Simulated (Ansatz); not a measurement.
# KCl (Sylvite): optical spectrum from first principles

Aim: the dielectric function of KCl (Sylvite), and the optical constants that follow from it.

Calculated with Ansatz 0.2.0; DFT, PBE, plane-wave PAW, default files, scalar-relativistic, independent-particle optical response without local fields.

**1. Starting point**

The structure is cubic, space group Fm-3m (No. 225). The conventional cell has a = 6.293 Å, b = 6.293 Å, c = 6.293 Å, α = 90.00°, β = 90.00°, γ = 90.00°. K has 6 Cl at 3.15 Å nearest. Cl has 6 K at 3.15 Å nearest. Farther neighbours and most contacts between anions are not listed.

Coordinates:

```cif
data_structure
_symmetry_space_group_name_H-M 'Fm-3m'
_symmetry_Int_Tables_number 225
_cell_length_a 6.2929
_cell_length_b 6.2929
_cell_length_c 6.2929
_cell_angle_alpha 90.000
_cell_angle_beta 90.000
_cell_angle_gamma 90.000
_cell_volume 249.21
loop_
_atom_site_label
_atom_site_type_symbol
_atom_site_symmetry_multiplicity
_atom_site_Wyckoff_symbol
_atom_site_fract_x
_atom_site_fract_y
_atom_site_fract_z
_atom_site_occupancy
K1 K 4 a 0.00000 0.00000 0.00000 1
Cl1 Cl 4 b 0.50000 0.00000 0.00000 1
```

**2. Ground state and bands**

First the ground state: is it a metal or has it a gap?

This step: DFT, PBE, plane-wave PAW, default files, scalar-relativistic, ground state (Ansatz 0.2.0).

Contents of input.yaml:

```yaml
crystal:
  lattice:
    - [0.0, 3.14647, 3.14647]
    - [3.14647, 0.0, 3.14647]
    - [3.14647, 3.14647, 0.0]
  atoms:
    - { symbol: K, position: [0.0, 0.0, 0.0] }
    - { symbol: Cl, position: [0.5, 0.5, 0.5] }
kpoints:
  mp_grid: { grid: [6, 6, 6] }
  band_path:
    path:
      - [[0.0, 0.0, 0.0], [0.5, 0.0, 0.5], [0.5, 0.25, 0.75], [0.375, 0.375, 0.75], [0.0, 0.0, 0.0], [0.5, 0.5, 0.5], [0.625, 0.25, 0.625], [0.5, 0.25, 0.75], [0.5, 0.5, 0.5], [0.375, 0.375, 0.75]]
      - [[0.625, 0.25, 0.625], [0.5, 0.0, 0.5]]
    npoints: 6
scf:
  occupations: { method: fermi_dirac, width: 0.05 }
  n_extra_bands: 6
hamiltonian:
  xc: pbe
  pseudopotentials: { kind: paw }
output:
  forces: true
  stress: true
  populations: true
  write_bands: true
  write_density: true
  write_potential: true
  elf: true
  volumetric_format: npy
```

Command:

```
ansatz run input.yaml --threads 4 --pin off --max-ram 8192MiB --backend cpu --events-out ev --progress --plain --runs-dir out
```

Numbers of over 12 decimals in the logs are rounded to 6 here.

Log:

```text
scf.n_extra_bands = 6 over 8 filled bands (N_el = 16.0): the run solves 14 bands
Engine: ansatz 0.2.0, x86_64-unknown-linux-gnu
Pseudopotentials: kind: paw
Pseudopotential: K, paw, valence charge 9, recommended cutoff 420 eV (normal), K.paw.azcp
Pseudopotential: Cl, paw, valence charge 7, recommended cutoff 420 eV (normal), Cl.paw.azcp
Functional definition: PBE
  parameter kappa = 0.804
  parameter beta = 0.066725
  exchange = pbe_x(kappa = kappa, mu = beta*pi^2/3)
  correlation = pbe_c(beta = beta)
Crystal: 2 atoms, lattice volume = 62.302 Å³
Basis set: ecut = 420 eV, 1243 PW (Γ), exchange–correlation on 60×60×60 points (8 copies of the dense FFT grid, shifted against one another)
Bands: 14, of which v1, the nominal top of the filled ones, is band 8 counted from 1 (7 counted from 0)
Symmetry: 48 space group operations
Space group: Fm-3m (ITA 225), of the structure as read, at distance tolerance 4.0e-5 Å
k-points: 16 of 216
Non-local potential: K, projectors of the file, l = 0: 3, l = 1: 2, l = 2: 2
Non-local potential: Cl, projectors of the file, l = 0: 2, l = 1: 2, l = 2: 2
PAW form: soft (Blöchl's): semilocal exchange-correlation on the pseudo side does not see the compensation charge
PAW one-centre angular grid: K, 110 points (default); XC on 64 Gauss nodes
PAW one-centre angular grid: Cl, 110 points (default); XC on 64 Gauss nodes
Initial density: superposition of atomic densities (neutral atoms: chi_scale 0, normalization atom), corrected by the library's trained network
Initial wavefunctions: pseudopotential atomic-orbital guess
Functional: x = pbe(κ = 0.804, μ = 0.219515), c = pbe(β = 0.066725)
SCF iter   1: F=—  HF=-2621.220223 eV  |F-HF|=—  |Δ(HF+E_count)|=         —  Δρ=2.22e-4  dr2=2.10e-5  ethr=1.77e-3  ⟨swp⟩=6.8  Hψ=1436  notcnv=0
preconditioner: auto → none  [insulator: Δε(μ)=5.182 eV  Ē_g=15.939 eV  σ=0.050 eV  W_gap=1.00  n_scr=14 (ndim 8)  ℏωp=17.6 eV  f_vac=0.081  D(μ)=0.00/eV (n_scr^D=0)  ε∞_Penn≈2.2]
SCF iter   2: F=—  HF=-2621.220096 eV  |F-HF|=—  |Δ(HF+E_count)|=   1.27e-4  Δρ=3.35e-4  dr2=1.08e-4  ethr=1.31e-7  ⟨swp⟩=2.9  Hψ=541  notcnv=0  defer=1
SCF iter   3: F=—  HF=-2621.220075 eV  |F-HF|=—  |Δ(HF+E_count)|=   2.10e-5  Δρ=2.12e-4  dr2=4.24e-5  ethr=1.31e-7  ⟨swp⟩=2.0  Hψ=249  notcnv=0  defer=1
SCF iter   4: F=—  HF=-2621.220063 eV  |F-HF|=—  |Δ(HF+E_count)|=   1.27e-5  Δρ=6.37e-5  dr2=2.02e-6  ethr=1.31e-7  ⟨swp⟩=2.0  Hψ=314  notcnv=0  defer=1
SCF iter   5: F=—  HF=-2621.220077 eV  |F-HF|=—  |Δ(HF+E_count)|=   1.46e-5  Δρ=1.95e-4  dr2=3.43e-5  ethr=1.27e-8  ⟨swp⟩=3.0  Hψ=370  notcnv=0  defer=1
SCF iter   6: F=—  HF=-2621.220067 eV  |F-HF|=—  |Δ(HF+E_count)|=   9.99e-6  Δρ=8.00e-5  dr2=5.66e-6  ethr=1.27e-8  ⟨swp⟩=2.0  Hψ=314  notcnv=0  defer=1
SCF iter   7: F=—  HF=-2621.220066 eV  |F-HF|=—  |Δ(HF+E_count)|=   1.69e-6  Δρ=2.90e-5  dr2=7.53e-7  ethr=1.27e-8  ⟨swp⟩=2.0  Hψ=314  notcnv=0  defer=1
SCF iter   8: F=-2621.220065 eV  HF=-2621.220065 eV  |F-HF|=1.38e-8  |Δ(HF+E_count)|=   2.56e-7  Δρ=4.40e-6  dr2=1.75e-8  ethr=6.25e-10  ⟨swp⟩=8.9  Hψ=1460  notcnv=0
SCF 1 converged in 8 iterations: F = -2621.220065 eV  dr2 = 1.75e-8
  greatest PAW one-centre occupation: 0.987 electrons in one spin orbital (limit 2), on the K atom at site 0 (counted from 0), in its partial waves of l = 0
NSCF: frozen V_eff on 62 k-points
SCF converged after 8 iterations
Free energy (F): -2621.220065 eV
Harris-Foulkes:  -2621.220065 eV  (|F-HF|=1.38e-8)
Internal energy: -2621.220065 eV  (E = F + TS)
E sigma→0 (E₀):  -2621.220065 eV
Fermi energy:    3.508956 eV
--- Per-component energies (eV) ---
  E_band       = -131.539456
  E_kinetic    = 416.292921
  E_local      = -835.239219  (includes V_loc(G=0)·N_el)
  E_nonlocal   = 41.058568
  E_hartree    = 280.131317
  E_xc         = -243.260866
  E_vxc        = -288.140313  (∫ρ·V_xc dr)
  E_paw        = -1441.182224  (= ΣΔE_a)
  E_vpaw       = -25.772076  (= ΣTr[D̂ρ^β])
  E_aug_tail   = 0.000085  (compensation charges beyond the density's cutoff)
  E_ewald      = -839.020646
  E_smearing   = -0.000000  (= −TS)
  E_closure    = 0.000000  (closes the sum)
  Σ components = -2621.220065   (vs F -2621.220065, Δ=0.00e0)
--- Forces (eV/Å), atoms counted from 1 ---
  atom   1  K     -0.00000000    -0.00000000    -0.00000000
  atom   2  Cl     0.00000000    -0.00000000    -0.00000000
  max |Σ_I F_I| component: 1.16e-29 eV/Å
--- Stress (GPa, compression-positive) ---
        0.754874       0.000000       0.000000
        0.000000       0.754874       0.000000
        0.000000      -0.000000       0.754874
  P = ⅓ Tr σ = 0.7549 GPa (7.549 kbar)
--- Band table (eV; the first three rows and the last of 16) ---
  k-point 0: bands = [... 4 lower, -9.7995, 0.8533, 0.8533, 0.8533, 6.0425, 9.2167, 9.2167, 9.2167, ... 2 higher]
  k-point 1: bands = [... 4 lower, -9.7349, 0.5398, 0.7676, 0.7676, 6.6770, 9.0484, 9.5582, 9.5582, ... 2 higher]
  k-point 2: bands = [... 4 lower, -9.6155, 0.0235, 0.6053, 0.6053, 7.9022, 9.1160, 10.4836, 10.4836, ... 2 higher]
  k-point 15: bands = [... 4 lower, -9.7453, 0.2829, 0.4309, 0.4958, 8.1014, 9.7692, 9.9173, 10.9948, ... 2 higher]
--- Löwdin populations: 2 sites ---
  site symbol       q [e]
     0      K      8.2331
     1     Cl      7.7124
  spilling = 0.003410 (of n_electrons = 16.000000)
```

Wall time 0.36 s (4 threads of AMD EPYC 9R45, shared host); peak memory 0.37 GiB; 1 s of CPU time.

Reading the cycles: dr2 is the Hartree energy of the density residual (eV), the measure of convergence; HF is the Harris–Foulkes estimate of the energy, which meets the free energy F at convergence.

This step gave:

```
free energy                  : -2621.2201 eV
Fermi energy                 : 3.509 eV
gap by band count            : 5.189 eV
electrons                    : 16
symmetry operations          : 48
pressure                     : 0.7549 GPa
gap on the k-mesh            : 5.189 eV
volume                       : 62.30 Å³
gap on the path              : 5.189 eV
least direct gap on the path : 5.189 eV
```

There is a gap, 5.19 eV on the path, so no carriers' term is needed. The cell is left with a pressure of 0.8 GPa, as it stands unrelaxed at this level.

The electronic bands at the labelled points (eV, zero at the Fermi level; v1 is the highest filled band, c1 the lowest empty one):

| point | v3 | v2 | v1 | c1 | c2 | c3 | c4 |
| --- | --- | --- | --- | --- | --- | --- | --- |
| Γ | -2.66 | -2.66 | -2.66 | 2.53 | 5.71 | 5.71 | 5.71 |
| halfway | -3.29 | -2.79 | -2.79 | 3.99 | 4.58 | 7.00 | 7.18 |
| X | -3.31 | -2.88 | -2.88 | 3.87 | 5.68 | 7.41 | 7.53 |
| halfway | -3.26 | -3.01 | -2.96 | 4.29 | 6.14 | 6.68 | 7.66 |
| W | -3.14 | -3.13 | -3.13 | 5.37 | 5.37 | 6.78 | 7.20 |
| halfway | -3.19 | -3.19 | -3.00 | 4.82 | 6.04 | 6.68 | 7.34 |
| K | -3.22 | -3.20 | -2.94 | 4.62 | 6.41 | 6.65 | 7.41 |
| halfway | -3.35 | -2.90 | -2.85 | 4.24 | 5.32 | 6.53 | 7.20 |
| Γ | -2.66 | -2.66 | -2.66 | 2.53 | 5.71 | 5.71 | 5.71 |
| halfway | -3.24 | -2.82 | -2.82 | 3.79 | 5.50 | 6.45 | 6.45 |
| L | -3.71 | -2.98 | -2.98 | 4.93 | 5.95 | 7.84 | 7.84 |
| halfway | -3.54 | -3.05 | -2.97 | 5.09 | 5.80 | 7.46 | 7.81 |
| U | -3.22 | -3.20 | -2.94 | 4.62 | 6.41 | 6.65 | 7.41 |
| halfway | -3.19 | -3.19 | -3.00 | 4.82 | 6.04 | 6.68 | 7.34 |
| W | -3.14 | -3.13 | -3.13 | 5.37 | 5.37 | 6.78 | 7.20 |
| halfway | -3.50 | -3.06 | -2.99 | 5.19 | 5.68 | 7.38 | 7.48 |
| L | -3.71 | -2.98 | -2.98 | 4.93 | 5.95 | 7.84 | 7.84 |
| halfway | -3.54 | -3.05 | -2.97 | 5.09 | 5.80 | 7.46 | 7.81 |
| K | -3.22 | -3.20 | -2.94 | 4.62 | 6.41 | 6.65 | 7.41 |
| jump to U | -3.22 | -3.20 | -2.94 | 4.62 | 6.41 | 6.65 | 7.41 |
| halfway | -3.29 | -2.98 | -2.90 | 4.08 | 5.94 | 7.05 | 7.70 |
| X | -3.31 | -2.88 | -2.88 | 3.87 | 5.68 | 7.41 | 7.53 |

The electronic bands as a text plot (rows in eV, shown from -3.7 to 6.6 only):

```
    6.4 |+ ++       +   ++   +++  +   +        ++            ++
    5.9 | +       ++ + +  +    +++ +++  +++++++  +    +++++++  ++
    5.5 |++     ++    +    +++++++++++++          ++++
    5.1 |  ++        ++   +++            +++++   +   ++++++++
    4.6 |    +++    +  +++              +     +++            +
    4.2 |     ++   +         ++        +                      ++
    3.8 |    +  +++                   +                         +
    3.4 |  ++                  +    ++
    2.9 | +                     ++
    2.5 |+                        ++
    2.1 |
    1.6 |
    1.2 |
    0.8 |
    0.4 |
   -0.1 |
   -0.5 |
   -0.9 |
   -1.4 |
   -1.8 |
   -2.2 |
   -2.6 |*******               ********
   -3.1 |  **   ****************    *****************************
   -3.5 |    *******      *****        ********     *********  **
         Γ       X    W  K        Γ      L     U  W     L   K|U X
```

ELF in the ac plane of the conventional cell at fractional y = 0.000, with atoms of K and Cl within 0.2 Å of it. It is the smooth field of the valence electrons, not physical close to the nuclei.

Values, 9 rows by 16 columns, each cell a mean:
```
0.81 0.84 0.61 0.10 0.27 0.75 0.85 0.76 0.70 0.84 0.83 0.50 0.08 0.37 0.80 0.82
0.39 0.30 0.11 0.02 0.11 0.42 0.60 0.67 0.68 0.64 0.52 0.23 0.03 0.06 0.23 0.36
0.49 0.45 0.35 0.14 0.02 0.04 0.12 0.20 0.22 0.16 0.07 0.02 0.06 0.26 0.42 0.48
0.80 0.84 0.79 0.46 0.07 0.27 0.71 0.82 0.82 0.78 0.50 0.08 0.23 0.71 0.84 0.83
0.49 0.79 0.85 0.54 0.09 0.46 0.85 0.77 0.70 0.85 0.71 0.14 0.29 0.79 0.85 0.62
0.84 0.83 0.75 0.40 0.05 0.20 0.57 0.73 0.75 0.67 0.36 0.05 0.21 0.65 0.81 0.84
0.31 0.28 0.20 0.07 0.02 0.06 0.13 0.18 0.19 0.15 0.09 0.03 0.04 0.15 0.26 0.31
0.58 0.48 0.23 0.03 0.15 0.54 0.73 0.79 0.80 0.76 0.65 0.32 0.04 0.10 0.38 0.55
0.74 0.85 0.67 0.13 0.28 0.78 0.85 0.69 0.58 0.81 0.84 0.52 0.09 0.43 0.84 0.80
```

Valence density in the ac plane of the conventional cell at fractional y = 0.000, with atoms of K and Cl within 0.2 Å of it. It is the smooth field of the valence electrons, not physical close to the nuclei.

Ten even steps from '_' (0.0 e/Å³) to '@' (4.2 e/Å³), each cell a mean:
```
@@**::______::--::----..______==%%
++::________..::----..________..==
..______________....______________
__________________________________
__________________________________
..______________..______________..
--::..________::==--..________..--
::--..______::**@@%%--______..----
__--::______::##@@@@==..____..--::
----..______..++##**::________::--
::..__________..::::__________..::
__________________________________
__________________________________
__________________________________
::..__________..::....__________::
##==..______..------::________::**
@@##::______::--__::--..____..++@@
```

**3. Spectrum**

The spectrum is a sum over vertical transitions between filled and empty bands at the fixed density, so many empty bands are needed.

This step: DFT, PBE, plane-wave PAW, default files, scalar-relativistic, independent-particle optical response without local fields (Ansatz 0.2.0).

input.yaml, the sections that differ from step 2:

```yaml
kpoints:
  mp_grid: { grid: [6, 6, 6] }
scf:
  occupations: { method: fixed }
output:
  optics:
    e_range: [0, 22]
    de: 0.05
    sigma: 0.1
    nscf_kmesh: { grid: [10, 10, 10] }
    bands: { spectra_wanted_up_to: 22 }
# crystal, hamiltonian: as in step 2
```

Log:

```text
[...]
Crystal: 2 atoms, lattice volume = 62.302 Å³
Basis set: ecut = 420 eV, 1243 PW (Γ)
Bands: 12, of which v1, the nominal top of the filled ones, is band 8 counted from 1 (7 counted from 0)
Symmetry: 48 space group operations
[...]
k-points: 16 of 216
[...]
SCF iter   1: F=—  HF=-2621.220253 eV  |F-HF|=—  |Δ(HF+E_count)|=         —  Δρ=2.34e-4  dr2=2.29e-5  ethr=1.77e-3  ⟨swp⟩=4.4  Hψ=1037  notcnv=0  defer=24
[...]
SCF iter   9: F=-2621.220070 eV  HF=-2621.220070 eV  |F-HF|=4.55e-13  |Δ(HF+E_count)|=  1.68e-11  Δρ=3.28e-8  dr2=9.86e-13  ethr=1.00e-12  ⟨swp⟩=4.4  Hψ=771  notcnv=0
SCF 1 converged in 9 iterations: F = -2621.220070 eV  dr2 = 9.86e-13
[...]
NSCF: frozen V_eff on 47 k-points
[...]
output.optics: what the bands over the 38 summed would add to eps1, eps2 and the energy-loss function is held between a lower and an upper bound (4 Lanczos steps). eps1, eps2 and their loss function (loss_summed_bands) are given on every row as the summed bands alone make them. Along an axis, on a row where the two bounds hold the loss function to about 1 % of the greater of itself and 0.5 % of |1/eps|, its cell (loss_completed) is given, with the completed eps1 and eps2 that it is formed of (a cell that is left empty reads nan in the table and null in the record). The two bounds hold it so along every axis on all 441 rows up to 22.000 eV. [rest of the remark cut]
SCF converged after 9 iterations
Free energy (F): -2621.220070 eV
[...]
Internal energy: -2621.220070 eV  (E = F + TS)
E sigma→0 (E₀):  -2621.220070 eV
Fermi energy:    0.853514 eV
[...]
--- Band table (eV; the first three rows and the last of 16) ---
  k-point 0: bands = [... 4 lower, -9.7996, 0.8535, 0.8535, 0.8535, 6.0425, 9.2167, 9.2167, 9.2167]
  k-point 1: bands = [... 4 lower, -9.7349, 0.5400, 0.7678, 0.7678, 6.6771, 9.0484, 9.5581, 9.5581]
  k-point 2: bands = [... 4 lower, -9.6155, 0.0237, 0.6054, 0.6054, 7.9022, 9.1160, 10.4836, 10.4836]
  k-point 15: bands = [... 4 lower, -9.7453, 0.2830, 0.4310, 0.4960, 8.1014, 9.7692, 9.9173, 10.9948]
```

Elapsed: 2.5 s, on 4 threads; peak memory 0.76 GiB.

Numbers from this step:

- electronic dielectric constant ε∞, mean over x, y and z (by symmetry where fewer were run): 2.568
- absorption onset, first axis (α over 10⁴ cm⁻¹, or the direct gap if that lies higher): 5.189 eV
- main peak of Im epsilon, first axis: 10.20 eV
- least direct gap on the mesh: 5.189 eV
- bands summed: 38
- spectra valid up to: 31.14 eV
- program's estimate of the k-sum error in Im epsilon: 0.05 %
- electrons in the f-sum: 12.22

The Im ε, any direction has structure finer than the step of the table below, so its rows give means over 1 eV, whole bins alone (the curve runs from 0 to 22 eV). Peaks (eV: height): 8.0: 4.59, 10.2: 4.93, 13.4: 1.21, 15.8: 2.50, 18.8: 1.42, 20.9: 2.70.

Table of Im ε, any direction by photon energy; means over each step:

| photon energy (eV) | Im ε, any direction |
| --- | --- |
| 4 | 0 |
| 5 | 0.0840 |
| 6 | 0.607 |
| 7 | 1.78 |
| 8 | 3.46 |
| 9 | 1.79 |
| 10 | 3.39 |
| 11 | 2.82 |
| 12 | 0.864 |
| 13 | 0.947 |
| 14 | 0.749 |
| 15 | 0.989 |
| 16 | 1.69 |
| 17 | 0.645 |
| 18 | 0.850 |
| 19 | 1.10 |
| 20 | 1.05 |
| 21 | 2.25 |

Re ε, any direction against photon energy:

| photon energy (eV) | Re ε, any direction |
| --- | --- |
| 0 | 2.57 |
| 1 | 2.59 |
| 2 | 2.64 |
| 3 | 2.74 |
| 4 | 2.93 |
| 5 | 3.36 |
| 6 | 3.77 |
| 7 | 4.58 |
| 8 | 2.51 |
| 9 | 1.52 |
| 10 | 3.49 |
| 11 | -0.560 |
| 12 | 0.154 |
| 13 | 0.897 |
| 14 | 0.796 |
| 15 | 2.45 |
| 16 | -0.170 |
| 17 | 0.625 |
| 18 | 1.26 |
| 19 | 0.791 |
| 20 | 1.66 |
| 21 | 0.369 |
| 22 | 0.354 |

The reflectivity at normal incidence, any direction has structure finer than the step of the table below, so its rows give means over 0.5 eV, whole bins alone (the curve runs from 0 to 22 eV). Peaks (eV: height): 8.10: 23.0, 11.20: 30.3, 16.05: 23.2, 18.80: 7.86, 21.25: 22.0.

The reflectivity at normal incidence, any direction by photon energy; means over each step:

| photon energy (eV) | reflectivity at normal incidence, any direction (%) |
| --- | --- |
| 0.5 | 5.38 |
| 1.0 | 5.43 |
| 1.5 | 5.53 |
| 2.0 | 5.67 |
| 2.5 | 5.86 |
| 3.0 | 6.11 |
| 3.5 | 6.45 |
| 4.0 | 6.91 |
| 4.5 | 7.56 |
| 5.0 | 8.77 |
| 5.5 | 10.0 |
| 6.0 | 10.6 |
| 6.5 | 12.1 |
| 7.0 | 15.2 |
| 7.5 | 17.2 |
| 8.0 | 21.5 |
| 8.5 | 13.9 |
| 9.0 | 8.59 |
| 9.5 | 9.60 |
| 10.0 | 19.9 |
| 10.5 | 24.7 |
| 11.0 | 28.5 |
| 11.5 | 28.1 |
| 12.0 | 14.0 |
| 12.5 | 4.82 |
| 13.0 | 4.10 |
| 13.5 | 6.43 |
| 14.0 | 3.86 |
| 14.5 | 1.15 |
| 15.0 | 5.50 |
| 15.5 | 12.1 |
| 16.0 | 19.4 |
| 16.5 | 8.65 |
| 17.0 | 3.84 |
| 17.5 | 2.04 |
| 18.0 | 3.28 |
| 18.5 | 5.45 |
| 19.0 | 6.84 |
| 19.5 | 3.06 |
| 20.0 | 4.15 |
| 20.5 | 10.1 |
| 21.0 | 19.0 |
| 21.5 | 20.6 |

Values under 1 per cm are given as 1. The absorption coefficient, any direction by photon energy:

photon energy (eV), log10 absorption coefficient, any direction (1/cm) and a bar:
```
     0.00        0.0 
     1.00        0.0 
     2.00        0.0 
     3.00        0.0 
     4.00        0.0 
     5.00        1.7 ########
     6.00        5.0 ########################
     7.00        5.5 ##########################
     8.00        6.0 ############################
     9.00        5.7 ###########################
    10.00        6.0 ############################
    11.00        6.2 #############################
    12.00        5.8 ###########################
    13.00        5.7 ###########################
    14.00        5.7 ###########################
    15.00        5.3 #########################
    16.00        6.2 #############################
    17.00        5.7 ###########################
    18.00        5.8 ###########################
    19.00        6.0 ############################
    20.00        5.8 ############################
    21.00        6.4 ##############################
    22.00        6.2 #############################
```

The loss function −Im 1/ε at q → 0, any direction has structure finer than the step of the table below, so its rows give means over 0.5 eV, whole bins alone (the curve runs from 0 to 22 eV). Peaks (eV: height): 8.85: 0.356, 12.00: 1.52, 13.80: 0.763, 16.25: 1.05, 19.20: 0.672, 21.75: 0.851.

Table of loss function −Im 1/ε at q → 0, any direction by energy loss; means over each step:

| energy loss (eV) | loss function −Im 1/ε at q → 0, any direction |
| --- | --- |
| 4.5 | 0 |
| 5.0 | 0.00175 |
| 5.5 | 0.0271 |
| 6.0 | 0.0416 |
| 6.5 | 0.0458 |
| 7.0 | 0.0744 |
| 7.5 | 0.112 |
| 8.0 | 0.183 |
| 8.5 | 0.303 |
| 9.0 | 0.309 |
| 9.5 | 0.155 |
| 10.0 | 0.147 |
| 10.5 | 0.249 |
| 11.0 | 0.339 |
| 11.5 | 0.613 |
| 12.0 | 1.18 |
| 12.5 | 0.674 |
| 13.0 | 0.560 |
| 13.5 | 0.585 |
| 14.0 | 0.655 |
| 14.5 | 0.315 |
| 15.0 | 0.0984 |
| 15.5 | 0.308 |
| 16.0 | 0.601 |
| 16.5 | 0.930 |
| 17.0 | 0.760 |
| 17.5 | 0.393 |
| 18.0 | 0.367 |
| 18.5 | 0.385 |
| 19.0 | 0.586 |
| 19.5 | 0.477 |
| 20.0 | 0.267 |
| 20.5 | 0.280 |
| 21.0 | 0.385 |
| 21.5 | 0.658 |

[end of part 1 of 2]

[Logs are printed without paths, hosts, clocks, repeated set-up lines and the standing remarks that a program may print on its own settings, such as how far it seeks lower states.]

[Hosts, paths, dates, database ids (printed as entryN), source tags and the programs' standing remarks are cut or masked in the printed files.]
